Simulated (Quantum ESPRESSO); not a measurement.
## LiH (Fm-3m): phonons against volume

Wanted: mode Grüneisen parameters of LiH and a free-energy fit over volumes.

Experimental results on record:
- heat capacity C_P per formula unit 28.1 J/mol/K and bulk modulus 33.7 GPa near room temperature (given in “High-Throughput Prediction of Finite-Temperature Properties using the Quasi-Harmonic Approximation”, 2016, arXiv:1603.06924)

Main program and level: Quantum ESPRESSO 7.5; DFT LDA, scalar-relativistic, plane waves, GBRV ultrasoft pseudopotentials.

The database entry behind the starting cell differs from later determinations by our own check (the deuteride, about 0.2 % short), so it need not match the best structure at ambient conditions.

## Step 1: The starting structure

The structure is cubic, space group Fm-3m (No. 225). The conventional cell has a = 4.074 Å, b = 4.074 Å, c = 4.074 Å, α = 90.00°, β = 90.00°, γ = 90.00°. Nearest to Li lie 6 H at 2.04 Å. Nearest to H lie 6 Li at 2.04 Å. Farther neighbours are not listed.

## Step 2: A first coarse run

Before spending time, one coarse run tells the gap and the pressure of the starting cell.

probe.in reads:

```
 &control
    calculation='scf',
    prefix='x',
    outdir='./tmp',
    pseudo_dir='./pseudo',
    tprnfor=.true.,
    tstress=.true.,
    verbosity='high',
 /
 &system
    ibrav=0,
    nat=2,
    ntyp=2,
    ecutwfc=45.0,
    ecutrho=270.0,
    occupations='smearing',
    smearing='gaussian',
    degauss=0.01,
 /
 &electrons
    conv_thr=1.0d-07,
    mixing_beta=0.7,
    electron_maxstep=100,
 /
ATOMIC_SPECIES
 Li      6.9400  Li.upf
 H       1.0080  H.upf
CELL_PARAMETERS angstrom
     0.000000000    2.036750000    2.036750000
     2.036750000    0.000000000    2.036750000
     2.036750000    2.036750000    0.000000000
ATOMIC_POSITIONS crystal
 Li     0.000000000   0.000000000   0.000000000
 H      0.500000000   0.500000000   0.500000000
K_POINTS automatic
 8 8 8 0 0 0
```

On the command line:

```
OMP_NUM_THREADS=1 mpirun -n 8 pw.x -nk 8 -in probe.in > probe.out
```

What it wrote:

```text
Program PWSCF v.7.5

     This program is part of the open-source Quantum ESPRESSO suite
     for quantum simulation of materials; please cite
         "P. Giannozzi et al., J. Phys.:Condens. Matter 21 395502 (2009);
         "P. Giannozzi et al., J. Phys.:Condens. Matter 29 465901 (2017);
         "P. Giannozzi et al., J. Chem. Phys. 152 154105 (2020);
     in publications or presentations arising from this work. More details at

     Message from routine setup:
     using ibrav=0 with symmetry is DISCOURAGED, use correct ibrav instead

     G-vector sticks info
     --------------------
     sticks:   dense  smooth     PW     G-vecs:    dense   smooth      PW
     Sum         559     367    121                 8609     4645     893

     Using Slab Decomposition

     bravais-lattice index     =            0
     lattice parameter (alat)  =       5.4432  a.u.
     unit-cell volume          =     114.0354 (a.u.)^3
     number of atoms/cell      =            2
     number of atomic types    =            2
     number of electrons       =         4.00
     number of Kohn-Sham states=            6
     kinetic-energy cutoff     =      45.0000  Ry
     charge density cutoff     =     270.0000  Ry
     scf convergence threshold =      1.0E-07
     mixing beta               =       0.7000
     number of iterations used =            8  plain     mixing
     Exchange-correlation=  SLA  PZ   NOGX NOGC
                           (   1   1   0   0   0   0   0)

     celldm(1)=   5.443166  celldm(2)=   0.000000  celldm(3)=   0.000000
     celldm(4)=   0.000000  celldm(5)=   0.000000  celldm(6)=   0.000000

     crystal axes: (cart. coord. in units of alat)
               a(1) = (   0.000000   0.707107   0.707107 )
               a(2) = (   0.707107   0.000000   0.707107 )
               a(3) = (   0.707107   0.707107   0.000000 )

     reciprocal axes: (cart. coord. in units 2 pi/alat)
               b(1) = ( -0.707107  0.707107  0.707107 )
               b(2) = (  0.707107 -0.707107  0.707107 )
               b(3) = (  0.707107  0.707107 -0.707107 )

     PseudoPot. # 1 for Li read from file:
     ./pseudo/Li.upf
     Pseudo is Ultrasoft, Zval =  3.0
     Using radial grid of  751 points,  5 beta functions with:
                l(1) =   0
                l(2) =   0
                l(3) =   0
                l(4) =   1
                l(5) =   1
     Q(r) pseudized with 10 coefficients,  rinner =    1.150   1.150   1.150

     PseudoPot. # 2 for H  read from file:
     ./pseudo/H.upf
     Pseudo is Ultrasoft, Zval =  1.0
     Using radial grid of  615 points,  2 beta functions with:
                l(1) =   0
                l(2) =   0
     Q(r) pseudized with  8 coefficients,  rinner =    0.700

     atomic species   valence    mass     pseudopotential
     Li                3.00     6.94000     Li( 1.00)
     H                 1.00     1.00800     H ( 1.00)

     48 Sym. Ops., with inversion, found

                                    s                        frac. trans.

      isym =  1     identity

 cryst.   s( 1) = (     1          0          0      )
                  (     0          1          0      )
                  (     0          0          1      )

 cart.    s( 1) = (  1.0000000 -0.0000000  0.0000000 )
                  ( -0.0000000  1.0000000  0.0000000 )
                  ( -0.0000000  0.0000000  1.0000000 )

      isym =  2     180 deg rotation - cart. axis [0,0,1]

 cryst.   s( 2) = (     0          1         -1      )
                  (     1          0         -1      )
                  (     0          0         -1      )

 cart.    s( 2) = ( -1.0000000  0.0000000  0.0000000 )
                  (  0.0000000 -1.0000000  0.0000000 )
                  (  0.0000000 -0.0000000  1.0000000 )

      isym =  3     180 deg rotation - cart. axis [0,1,0]

 cryst.   s( 3) = (     0         -1          1      )
                  (     0         -1          0      )
                  (     1         -1          0      )

 cart.    s( 3) = ( -1.0000000 -0.0000000 -0.0000000 )
                  (  0.0000000  1.0000000 -0.0000000 )
                  (  0.0000000  0.0000000 -1.0000000 )

      isym =  4     180 deg rotation - cart. axis [1,0,0]

 cryst.   s( 4) = (    -1          0          0      )
                  (    -1          0          1      )
                  (    -1          1          0      )

 cart.    s( 4) = (  1.0000000  0.0000000 -0.0000000 )
                  ( -0.0000000 -1.0000000 -0.0000000 )
                  ( -0.0000000 -0.0000000 -1.0000000 )

      isym =  5     180 deg rotation - cart. axis [1,1,0]

 cryst.   s( 5) = (    -1          0          1      )
[...]
cart.    s( 5) = ( -0.0000000  1.0000000 -0.0000000 )
[...]
isym =  6     180 deg rotation - cart. axis [1,-1,0]

 cryst.   s( 6) = (     0         -1          0      )
[...]
cart.    s( 6) = (  0.0000000 -1.0000000 -0.0000000 )
[...]
isym =  7      90 deg rotation - cart. axis [0,0,-1]

 cryst.   s( 7) = (     0          1          0      )
[...]
cart.    s( 7) = (  0.0000000  1.0000000  0.0000000 )
[...]
isym =  8      90 deg rotation - cart. axis [0,0,1]

 cryst.   s( 8) = (     1          0         -1      )
[...]
cart.    s( 8) = ( -0.0000000 -1.0000000  0.0000000 )
[...]
isym =  9     180 deg rotation - cart. axis [1,0,1]

 cryst.   s( 9) = (    -1          1          0      )
[...]
cart.    s( 9) = (  0.0000000  0.0000000  1.0000000 )
[...]
isym = 10     180 deg rotation - cart. axis [-1,0,1]

 cryst.   s(10) = (     0          0         -1      )
[...]
cart.    s(10) = ( -0.0000000  0.0000000 -1.0000000 )
[...]
isym = 11      90 deg rotation - cart. axis [0,1,0]

 cryst.   s(11) = (     0          0          1      )
[...]
cart.    s(11) = ( -0.0000000 -0.0000000  1.0000000 )
[...]
isym = 12      90 deg rotation - cart. axis [0,-1,0]

 cryst.   s(12) = (     1         -1          0      )
[...]
cart.    s(12) = (  0.0000000 -0.0000000 -1.0000000 )
[...]
isym = 13     180 deg rotation - cart. axis [0,1,1]

 cryst.   s(13) = (     1          0          0      )
[...]
cart.    s(13) = ( -1.0000000  0.0000000 -0.0000000 )
[...]
isym = 14     180 deg rotation - cart. axis [0,1,-1]

[...]
occupation numbers
     1.0000   1.0000   0.0000   0.0000   0.0000   0.0000

          k = 0.2652 0.0884-0.0884 (   576 PWs)   bands (ev):

   -43.0790  -4.0195  10.8963  13.6740  14.1041  17.3985

     occupation numbers
     1.0000   1.0000   0.0000   0.0000   0.0000   0.0000

          k = 0.3536 0.1768-0.1768 (   588 PWs)   bands (ev):

   -43.0636  -2.9756   7.2916  12.2840  13.7321  16.3542

     occupation numbers
     1.0000   1.0000   0.0000   0.0000   0.0000   0.0000

          k =-0.2652-0.4419 0.4419 (   580 PWs)   bands (ev):

[...]
occupation numbers
[...]
k =-0.1768-0.3536 0.3536 (   581 PWs)   bands (ev):

[...]
occupation numbers
[...]
k =-0.0884-0.2652 0.2652 (   582 PWs)   bands (ev):

[...]
occupation numbers
[...]
k = 0.0000-0.1768 0.1768 (   576 PWs)   bands (ev):

[...]
occupation numbers
[...]
k = 0.3536 0.0000 0.0000 (   576 PWs)   bands (ev):

[...]
occupation numbers
[...]
k = 0.4419 0.0884-0.0884 (   581 PWs)   bands (ev):

[...]
occupation numbers
[...]
k =-0.1768-0.5303 0.5303 (   579 PWs)   bands (ev):

[...]
occupation numbers
[...]
k =-0.0884-0.4419 0.4419 (   581 PWs)   bands (ev):

[...]
occupation numbers
[...]
k = 0.0000-0.3536 0.3536 (   590 PWs)   bands (ev):

[...]
k = 0.5303-0.0000 0.0000 (   576 PWs)   bands (ev):

[...]
k =-0.0884-0.6187 0.6187 (   586 PWs)   bands (ev):

[...]
k = 0.0000-0.5303 0.5303 (   588 PWs)   bands (ev):

[...]
k =-0.7071 0.0000 0.0000 (   588 PWs)   bands (ev):

[...]
k = 0.3536 0.1768 0.0000 (   584 PWs)   bands (ev):

[...]
occupation numbers
[...]
k =-0.2652-0.4419 0.6187 (   579 PWs)   bands (ev):

[...]
occupation numbers
[...]
k =-0.1768-0.3536 0.5303 (   578 PWs)   bands (ev):

[...]
occupation numbers
[...]
k =-0.1768-0.5303 0.7071 (   577 PWs)   bands (ev):

[...]
occupation numbers
[...]
k =-0.0884-0.4419 0.6187 (   581 PWs)   bands (ev):

[...]
occupation numbers
[...]
k = 0.0000-0.3536 0.5303 (   578 PWs)   bands (ev):

[...]
occupation numbers
     1.0000   1.0000   0.0000   0.0000   0.0000   0.0000

          k =-0.7071 0.1768-0.0000 (   582 PWs)   bands (ev):

   -43.0427   0.2488   3.5758   7.9214  10.9998  16.8806

     occupation numbers
     1.0000   1.0000   0.0000   0.0000   0.0000   0.0000

          k =-0.7071 0.3536 0.0000 (   604 PWs)   bands (ev):

   -43.0426   0.1363   5.2308   5.2308  11.4732  17.0968

     occupation numbers
     1.0000   1.0000   0.0000   0.0000   0.0000   0.0000

     the Fermi energy is     1.4646 ev

!    total energy              =     -15.51156190 Ry
     estimated scf accuracy    <          8.6E-09 Ry
     smearing contrib. (-TS)   =      -0.00000000 Ry
     internal energy E=F+TS    =     -15.51156190 Ry

     The total energy is F=E-TS. E is the sum of the following terms:
     one-electron contribution =      -8.09342342 Ry
     hartree contribution      =       3.30377811 Ry
     xc contribution           =      -3.91646278 Ry
     ewald contribution        =      -6.80545381 Ry

     convergence has been achieved in   5 iterations

     Forces acting on atoms (cartesian axes, Ry/au):

     atom    1 type  1   force =     0.00000000    0.00000000   -0.00000000
     atom    2 type  2   force =     0.00000000    0.00000000   -0.00000000
     The non-local contrib.  to forces
     atom    1 type  1   force =    -0.00000000    0.00000000    0.00000000
     atom    2 type  2   force =     0.00000000   -0.00000000   -0.00000000
     The ionic contribution  to forces
     atom    1 type  1   force =     0.00000000    0.00000000    0.00000000
     atom    2 type  2   force =     0.00000000   -0.00000000    0.00000000
     The local contribution  to forces
     atom    1 type  1   force =    -0.00000000   -0.00000000   -0.00000000
     atom    2 type  2   force =    -0.00000000   -0.00000000   -0.00000000
     The core correction contribution to forces
     atom    1 type  1   force =     0.00000000    0.00000000    0.00000000
     atom    2 type  2   force =     0.00000000    0.00000000    0.00000000
     The Hubbard contrib.    to forces
     atom    1 type  1   force =     0.00000000    0.00000000    0.00000000
     atom    2 type  2   force =     0.00000000    0.00000000    0.00000000
     The SCF correction term to forces
     atom    1 type  1   force =    -0.00000000    0.00000000   -0.00000000
     atom    2 type  2   force =     0.00000000    0.00000000    0.00000000

     Total force =     0.000000     Total SCF correction =     0.000000

     Computing stress (Cartesian axis) and pressure

          total   stress  (Ry/bohr**3)                   (kbar)     P=      -40.43
  -0.00027481   0.00000000  -0.00000000          -40.43        0.00       -0.00
   0.00000000  -0.00027481  -0.00000000            0.00      -40.43       -0.00
  -0.00000000  -0.00000000  -0.00027481           -0.00       -0.00      -40.43

     kinetic stress (kbar)   3609.50     -0.00     -0.00
                               -0.00   3609.50     -0.00
                               -0.00     -0.00   3609.50

     local   stress (kbar)    632.16      0.00      0.00
                                0.00    632.16     -0.00
                                0.00     -0.00    632.16

     nonloc. stress (kbar)  -1207.13     -0.00     -0.00
                               -0.00  -1207.13     -0.00
                               -0.00     -0.00  -1207.13

     hartree stress (kbar)   1420.62     -0.00      0.00
                               -0.00   1420.62      0.00
                                0.00      0.00   1420.62

     exc-cor stress (kbar)  -1569.24      0.00      0.00
                                0.00  -1569.24      0.00
                                0.00      0.00  -1569.24

     corecor stress (kbar)      0.00      0.00      0.00
                                0.00      0.00      0.00
                                0.00      0.00      0.00

     ewald   stress (kbar)  -2926.33      0.00      0.00
                                0.00  -2926.33      0.00
                                0.00      0.00  -2926.33

     hubbard stress (kbar)      0.00      0.00      0.00
                                0.00      0.00      0.00
                                0.00      0.00      0.00

     DFT-D   stress (kbar)      0.00      0.00      0.00
[...]
XDM     stress (kbar)      0.00      0.00      0.00
[...]
dft-nl  stress (kbar)      0.00      0.00      0.00
                                0.00      0.00      0.00
                                0.00      0.00      0.00

     TS-vdW  stress (kbar)      0.00      0.00      0.00
                                0.00      0.00      0.00
                                0.00      0.00      0.00

     MDB     stress (kbar)      0.00      0.00      0.00
                                0.00      0.00      0.00
                                0.00      0.00      0.00

     3D-RISM stress (kbar)      0.00      0.00      0.00
                                0.00      0.00      0.00
                                0.00      0.00      0.00

     Writing all to output data dir ./tmp/x.save/ :
     XML data file, charge density, pseudopotentials, collected wavefunctions

   JOB DONE.
```

Elapsed: 0.86 s, on 8 MPI ranks of Arm Neoverse V2, shared host; 6.1 s of CPU time.

Numbers from this step:

| Item | Value |
| --- | --- |
| volume per atom | 8.449 Å³ |
| pressure | -4.043 GPa |
| gap on the k-mesh | 2.654 eV |

The start is under -4.0 GPa at this level and looks like an insulator or semiconductor on this mesh.

(Part 1 of 8 ends here.)

[Logs are printed without paths, hosts, clocks, repeated set-up lines and the standing remarks that a program may print on its own settings, such as how far it seeks lower states.]

[Hosts, paths, dates, database ids (printed as entryN), source tags and the programs' standing remarks are cut or masked in the printed files.]

[A step with changed settings may run another functional than the one named; its input shows which.]

[Of the runs on displaced cells, only some may be shown.]
